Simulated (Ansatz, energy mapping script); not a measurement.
**CrP2S7 monolayer: J from the energies of magnetic orders (0.1 holes a magnetic atom)**

Wanted: the magnetic order of CrP2S7 monolayer, its couplings and an estimate of its ordering temperature, by LDA+U (2.98 eV).

Calculated with Ansatz 0.2.0; LDA with U = 2.98 eV on Cr d, ortho-atomic projectors; plane waves, U on orthogonalised atomic orbitals unless named otherwise, collinear spin, no spin–orbit coupling.

Most raw output is cut from this account.

## 1. The structure

The cell holds 10 atoms: 1 Cr, 7 S and 2 P. Its edges and angles: a = 6.393 Å, b = 6.393 Å, c = 18.520 Å, α = 90.0°, β = 90.0°, γ = 95.7°. It derives from CrP2S7. one layer cut from the bulk crystal, unrelaxed, 15 A of vacuum. Vacuum lies along c.

The cell comes from a database of computed structures, and need not be the one that the compound takes in experiment.

This cell differs from the given one by: 0.1 holes a magnetic atom. The charge is balanced by a uniform background.

A Hubbard U penalises fractional filling of the shell. It raises the cost of virtual hops to the neighbours, so couplings that rest on such hops usually weaken.

## 2. Seed run in the crystal's own cell

A corrected shell can settle in several orbital fillings. One parallel run, with an occupation width a fifth wider than the orders use, therefore is to supply the occupation matrices. All orders start from them.

Input file input.yaml:

```yaml
crystal:
  lattice:
    - [6.392835054, 5.0e-09, 0.0]
    - [-0.640413, 6.360676946, 0.0]
    - [0.0, 0.0, 18.519958]
  atoms:
    - { symbol: Cr, position: [0.506891, 0.493109, 0.5], spin: 3.0 }
    - { symbol: S, position: [0.505147, 0.164364, 0.559537] }
    - { symbol: S, position: [0.209527, 0.547989, 0.576631] }
    - { symbol: S, position: [0.343746, 0.289627, 0.404969] }
    - { symbol: S, position: [0.710373, 0.656254, 0.595031] }
    - { symbol: S, position: [0.452011, 0.790473, 0.423369] }
    - { symbol: S, position: [0.835636, 0.494853, 0.440463] }
    - { symbol: P, position: [0.962503, 0.660889, 0.52683] }
    - { symbol: S, position: [0.015556, 0.984444, 0.5] }
    - { symbol: P, position: [0.339111, 0.037497, 0.47317] }
magnetization:
  spin_polarized: true
total_charge: 0.1
kpoints:
  mp_grid: { grid: [7, 7, 1] }
hamiltonian:
  xc: lda
  hubbard:
    sites: [{ species: Cr, l: d, u_eff: 2.98 }]
    projectors: ortho-atomic
scf:
  occupations: { method: fermi_dirac, width: 0.084 }
output:
  eigenvalues: true
```

On the command line:

```bash
> ansatz run input.yaml --threads 4 --pin off --max-ram 8192MiB --backend cpu --events-out ev --progress --plain --runs-dir out
```

Elapsed: 74 s, on 4 threads of Arm Neoverse V2, shared host; peak memory 1.7 GiB.

Numbers from this step:

| Item | Value |
| --- | --- |
| final state | ferromagnetic |
| electrons in the corrected shells | 4.797 e |
| largest moment | 2.64 μB |

## 3. Order 1: parallel, cell A of 20 atoms

Each cell gets its own parallel run on the same mesh, so that most of the mesh error cancels in the differences.

Input file input.yaml:

```yaml
crystal:
  lattice:
    - [6.392835054, 5.0e-09, 0.0]
    - [-1.280826, 12.721353892, 0.0]
    - [0.0, 0.0, 18.519958]
  atoms:
    - { symbol: Cr, position: [0.506891, 0.2465545, 0.5], spin: 3.0 }
    - { symbol: Cr, position: [0.506891, 0.7465545, 0.5], spin: 3.0 }
    - { symbol: S, position: [0.505147, 0.082182, 0.559537] }
    - { symbol: S, position: [0.505147, 0.582182, 0.559537] }
    - { symbol: S, position: [0.209527, 0.2739945, 0.576631] }
    - { symbol: S, position: [0.209527, 0.7739945, 0.576631] }
    - { symbol: S, position: [0.343746, 0.1448135, 0.404969] }
    - { symbol: S, position: [0.343746, 0.6448135, 0.404969] }
    - { symbol: S, position: [0.710373, 0.328127, 0.595031] }
    - { symbol: S, position: [0.710373, 0.828127, 0.595031] }
    - { symbol: S, position: [0.452011, 0.3952365, 0.423369] }
    - { symbol: S, position: [0.452011, 0.8952365, 0.423369] }
    - { symbol: S, position: [0.835636, 0.2474265, 0.440463] }
    - { symbol: S, position: [0.835636, 0.7474265, 0.440463] }
    - { symbol: P, position: [0.962503, 0.3304445, 0.52683] }
    - { symbol: P, position: [0.962503, 0.8304445, 0.52683] }
    - { symbol: S, position: [0.015556, 0.492222, 0.5] }
    - { symbol: S, position: [0.015556, 0.992222, 0.5] }
    - { symbol: P, position: [0.339111, 0.0187485, 0.47317] }
    - { symbol: P, position: [0.339111, 0.5187485, 0.47317] }
magnetization:
  spin_polarized: true
total_charge: 0.2
kpoints:
  mp_grid: { grid: [7, 4, 1] }
hamiltonian:
  xc: lda
  hubbard:
    sites:
      - { species: Cr, l: d, u_eff: 2.98 }
      - { site: 0, l: d, u_eff: 2.98, starting_ns: [{ spin: up, occupation_matrix: cr1_major }, { spin: down, occupation_matrix: cr1_minor }] }
      - { site: 1, l: d, u_eff: 2.98, starting_ns: [{ spin: up, occupation_matrix: cr1_major }, { spin: down, occupation_matrix: cr1_minor }] }
    projectors: ortho-atomic
    occupation_matrices:
      cr1_major:
        matrix:
          - [0.923, 0.077, 0.085, 0.005, -0.049]
          - [0.077, 0.695, -0.044, -0.148, 0.062]
          - [0.085, -0.044, 0.686, 0.118, 0.097]
          - [0.005, -0.148, 0.118, 0.735, -0.014]
          - [-0.049, 0.062, 0.097, -0.014, 0.87]
      cr1_minor:
        matrix:
          - [0.098, -0.047, -0.052, -0.003, 0.029]
          - [-0.047, 0.227, 0.037, 0.079, -0.037]
          - [-0.052, 0.037, 0.235, -0.063, -0.056]
          - [-0.003, 0.079, -0.063, 0.197, 0.007]
          - [0.029, -0.037, -0.056, 0.007, 0.132]
scf:
  occupations: { method: fermi_dirac, width: 0.07 }
output:
  eigenvalues: true
```

Wall time 4.6 min (4 threads); peak memory 5.1 GiB; 18 min of CPU time.

Spin moment in the sphere by atom:

| atom | spin moment in the sphere (μB) |
| --- | --- |
| Cr1 | 2.64 |
| Cr2 | 2.64 |
| S3 | -0.12 |
| S4 | -0.12 |
| S5 | -0.08 |
| S6 | -0.08 |
| S7 | -0.09 |
| S8 | -0.09 |
| S9 | -0.09 |
| S10 | -0.09 |
| S11 | -0.08 |
| S12 | -0.08 |
| S13 | -0.12 |
| S14 | -0.12 |
| P15 | 0.01 |
| P16 | 0.01 |
| S17 | -0.04 |
| S18 | -0.04 |
| P19 | 0.01 |
| P20 | 0.01 |

The run ends ferromagnetic.

## 4. Compensated +− start in cell A (20 atoms)

This order reverses 2 of the 4 neighbours at 6.39 Å, counted for an average magnetic atom.

Changes to input.yaml since step 3:

```diff
@@ -7,3 +7,3 @@
     - { symbol: Cr, position: [0.506891, 0.2465545, 0.5], spin: 3.0 }
-    - { symbol: Cr, position: [0.506891, 0.7465545, 0.5], spin: 3.0 }
+    - { symbol: Cr, position: [0.506891, 0.7465545, 0.5], spin: -3.0 }
     - { symbol: S, position: [0.505147, 0.082182, 0.559537] }
@@ -37,3 +37,3 @@
       - { site: 0, l: d, u_eff: 2.98, starting_ns: [{ spin: up, occupation_matrix: cr1_major }, { spin: down, occupation_matrix: cr1_minor }] }
-      - { site: 1, l: d, u_eff: 2.98, starting_ns: [{ spin: up, occupation_matrix: cr1_major }, { spin: down, occupation_matrix: cr1_minor }] }
+      - { site: 1, l: d, u_eff: 2.98, starting_ns: [{ spin: up, occupation_matrix: cr1_minor }, { spin: down, occupation_matrix: cr1_major }] }
     projectors: ortho-atomic
```

Run time: 6.3 min. Hardware: 4 threads; peak memory 5.1 GiB.

Spin moment in the sphere by atom:

| atom | spin moment in the sphere (μB) |
| --- | --- |
| Cr1 | 2.64 |
| Cr2 | -2.64 |
| S3 | -0.05 |
| S4 | 0.05 |
| S5 | -0.07 |
| S6 | 0.07 |
| S7 | -0.07 |
| S8 | 0.07 |
| S9 | -0.08 |
| S10 | 0.08 |
| S11 | -0.05 |
| S12 | 0.05 |
| S13 | -0.10 |
| S14 | 0.10 |
| P15 | 0.01 |
| P16 | -0.01 |
| S17 | -0.01 |
| S18 | 0.01 |
| P19 | 0.00 |
| P20 | 0.00 |

The run ends antiferromagnetic, 50.44 meV a magnetic atom above the parallel order of its cell (energies taken at zero occupation width, not the printed F).

## 5. Parallel start in cell B (20 atoms)

A new cell needs its own zero of energy.

This run holds the same structure in another cell (a 6.393 → 8.576 Å, γ 95.7 → 47.9°).

Input file input.yaml:

```yaml
crystal:
  lattice:
    - [5.752422054, 6.360676951, 0.0]
    - [-1.280826, 12.721353892, 0.0]
    - [0.0, 0.0, 18.519958]
  atoms:
    - { symbol: Cr, position: [0.506891, 0.993109, 0.5], spin: 3.0 }
    - { symbol: Cr, position: [0.506891, 0.493109, 0.5], spin: 3.0 }
    - { symbol: S, position: [0.505147, 0.8296085, 0.559537] }
    - { symbol: S, position: [0.505147, 0.3296085, 0.559537] }
    - { symbol: S, position: [0.209527, 0.169231, 0.576631] }
    - { symbol: S, position: [0.209527, 0.669231, 0.576631] }
    - { symbol: S, position: [0.343746, 0.9729405, 0.404969] }
    - { symbol: S, position: [0.343746, 0.4729405, 0.404969] }
    - { symbol: S, position: [0.710373, 0.9729405, 0.595031] }
    - { symbol: S, position: [0.710373, 0.4729405, 0.595031] }
    - { symbol: S, position: [0.452011, 0.169231, 0.423369] }
    - { symbol: S, position: [0.452011, 0.669231, 0.423369] }
    - { symbol: S, position: [0.835636, 0.8296085, 0.440463] }
    - { symbol: S, position: [0.835636, 0.3296085, 0.440463] }
    - { symbol: P, position: [0.962503, 0.849193, 0.52683] }
    - { symbol: P, position: [0.962503, 0.349193, 0.52683] }
    - { symbol: S, position: [0.015556, 0.484444, 0.5] }
    - { symbol: S, position: [0.015556, 0.984444, 0.5] }
    - { symbol: P, position: [0.339111, 0.849193, 0.47317] }
    - { symbol: P, position: [0.339111, 0.349193, 0.47317] }
magnetization:
  spin_polarized: true
total_charge: 0.2
kpoints:
  mp_grid: { grid: [7, 7, 1] }
hamiltonian:
  xc: lda
  hubbard:
    sites:
      - { species: Cr, l: d, u_eff: 2.98 }
      - { site: 0, l: d, u_eff: 2.98, starting_ns: [{ spin: up, occupation_matrix: cr1_major }, { spin: down, occupation_matrix: cr1_minor }] }
      - { site: 1, l: d, u_eff: 2.98, starting_ns: [{ spin: up, occupation_matrix: cr1_major }, { spin: down, occupation_matrix: cr1_minor }] }
    projectors: ortho-atomic
    occupation_matrices:
      cr1_major:
        matrix:
          - [0.923, 0.077, 0.085, 0.005, -0.049]
          - [0.077, 0.695, -0.044, -0.148, 0.062]
          - [0.085, -0.044, 0.686, 0.118, 0.097]
          - [0.005, -0.148, 0.118, 0.735, -0.014]
          - [-0.049, 0.062, 0.097, -0.014, 0.87]
      cr1_minor:
        matrix:
          - [0.098, -0.047, -0.052, -0.003, 0.029]
          - [-0.047, 0.227, 0.037, 0.079, -0.037]
          - [-0.052, 0.037, 0.235, -0.063, -0.056]
          - [-0.003, 0.079, -0.063, 0.197, 0.007]
          - [0.029, -0.037, -0.056, 0.007, 0.132]
scf:
  occupations: { method: fermi_dirac, width: 0.07 }
output:
  eigenvalues: true
```

The job ended after 6.8 min (4 threads; peak memory 7 GiB; 27 min of CPU time).

The run ends ferromagnetic. For each magnetic atom its energy differs from the parallel run of the first cell by 0.00 meV, an error that one common reference would have brought in.

## 6. Run 4 (compensated +−; cell B, 20 atoms)

This order reverses 4 of the 4 neighbours at 6.39 Å, counted for an average magnetic atom.

Changes to input.yaml since step 5:

```diff
@@ -7,3 +7,3 @@
     - { symbol: Cr, position: [0.506891, 0.993109, 0.5], spin: 3.0 }
-    - { symbol: Cr, position: [0.506891, 0.493109, 0.5], spin: 3.0 }
+    - { symbol: Cr, position: [0.506891, 0.493109, 0.5], spin: -3.0 }
     - { symbol: S, position: [0.505147, 0.8296085, 0.559537] }
@@ -37,3 +37,3 @@
       - { site: 0, l: d, u_eff: 2.98, starting_ns: [{ spin: up, occupation_matrix: cr1_major }, { spin: down, occupation_matrix: cr1_minor }] }
-      - { site: 1, l: d, u_eff: 2.98, starting_ns: [{ spin: up, occupation_matrix: cr1_major }, { spin: down, occupation_matrix: cr1_minor }] }
+      - { site: 1, l: d, u_eff: 2.98, starting_ns: [{ spin: up, occupation_matrix: cr1_minor }, { spin: down, occupation_matrix: cr1_major }] }
     projectors: ortho-atomic
```

Run time: 9 min. Hardware: 4 threads; peak memory 7.2 GiB; 36 min of CPU time.

The run ends antiferromagnetic, 72.00 meV a magnetic atom above the parallel order of its cell (energies taken at zero occupation width, not the printed F).

## 7. From energies to couplings

Each energy difference is a sum of couplings weighted by the pairs that the order reverses. A few near shells are fitted to the differences by least squares. Energies are those extrapolated to zero occupation width, not the free energies F.

The orders that converged (zero: parallel moments in the same cell):

| order | atoms | energy (meV a magnetic atom) | moments (μB) | moments kept as typed | opposed neighbours at 6.39 Å |
| --- | --- | --- | --- | --- | --- |
| parallel in cell A | 20 | 0.00 | 2.64 | yes | 0 |
| compensated +− in cell A | 20 | 50.44 | 2.64 | yes | 2 |
| parallel in cell B | 20 | 0.00 | 2.64 | yes | 0 |
| compensated +− in cell B | 20 | 72.00 | 2.65 | yes | 4 |

The Heisenberg fit (each pair counts twice, positive J is ferromagnetic):

| pair | distance (Å) | neighbours | J (meV) |
| --- | --- | --- | --- |
| Cr–Cr | 6.39 | 4 | 9.72 |

Adding the shell at 8.58 Å gives 9.0 and 3.6 meV, an exact solve that tests nothing.

Limits of this fit: it misses the energies by up to 12 meV, so no temperature is drawn.

## 8. Comparison

The first set of orders, under LDA+U (2.98 eV), undoped, took 73 min of CPU time summed over its finished orders (seed run apart), these 1.7 h.

| quantity | this set | first set |
| --- | --- | --- |
| J at 6.39 Å, meV | 9.72 | 9.04 |

The coupling that led in the first set goes from 9.04 to 9.72 meV.

## 9. Summary of results

```yaml
lowest_order_tried: parallel
largest_fitted_value_cr_cr_at_6p39_a: 9.72 meV
```

What this shows: Of the orders tried, CrP2S7 monolayer (0.1 holes a magnetic atom) prefers parallel moments under LDA+U (2.98 eV). Orders that were not tried, spirals among them, may lie lower. The one fitted coupling is the Cr–Cr pair at 6.39 Å, ferromagnetic at 9.7 meV. It also takes up the part of reversed shells that are not fitted, so neither its size nor its rank as a single path is established. The orders also reverse pairs at 8.58 and 9.48 Å, which are not fitted, so the fitted values hold their part too. No fitted order reverses the pairs at 12.79 Å, so their coupling is unknown and is set to zero in the model. With 2 differences for 1 couplings the fit misses by 12 meV at most, which is not small: farther shells, terms beyond the Heisenberg form or the mesh can cause that. In the fitted orders moments change by up to 0.58 % against the parallel run of the same cell, so their size stays put. Every order is gapless on its mesh at this level. In a metal exchange reaches farther, and a short model of fixed moments is less apt; where the compound is in fact an insulator, these couplings come from a wrongly metallic state. Doping by a uniform background in a small cell leaves no room for polarons or dopant disorder, and added carriers make exchange long-ranged, which a few shells describe poorly.

[Logs and program files are shortened in this print: banners, set-up blocks, solver, clock and traceback lines can be left out without a mark of their own.]

[Logs are printed without paths, hosts, clocks, repeated set-up lines and the standing remarks that a program may print on its own settings, such as how far it seeks lower states.]

[Hosts, paths, dates, database ids (printed as entryN), source tags and the programs' standing remarks are cut or masked in the printed files.]

[Where a cell is said to come from a database of computed structures, the database is the Materials Project.]
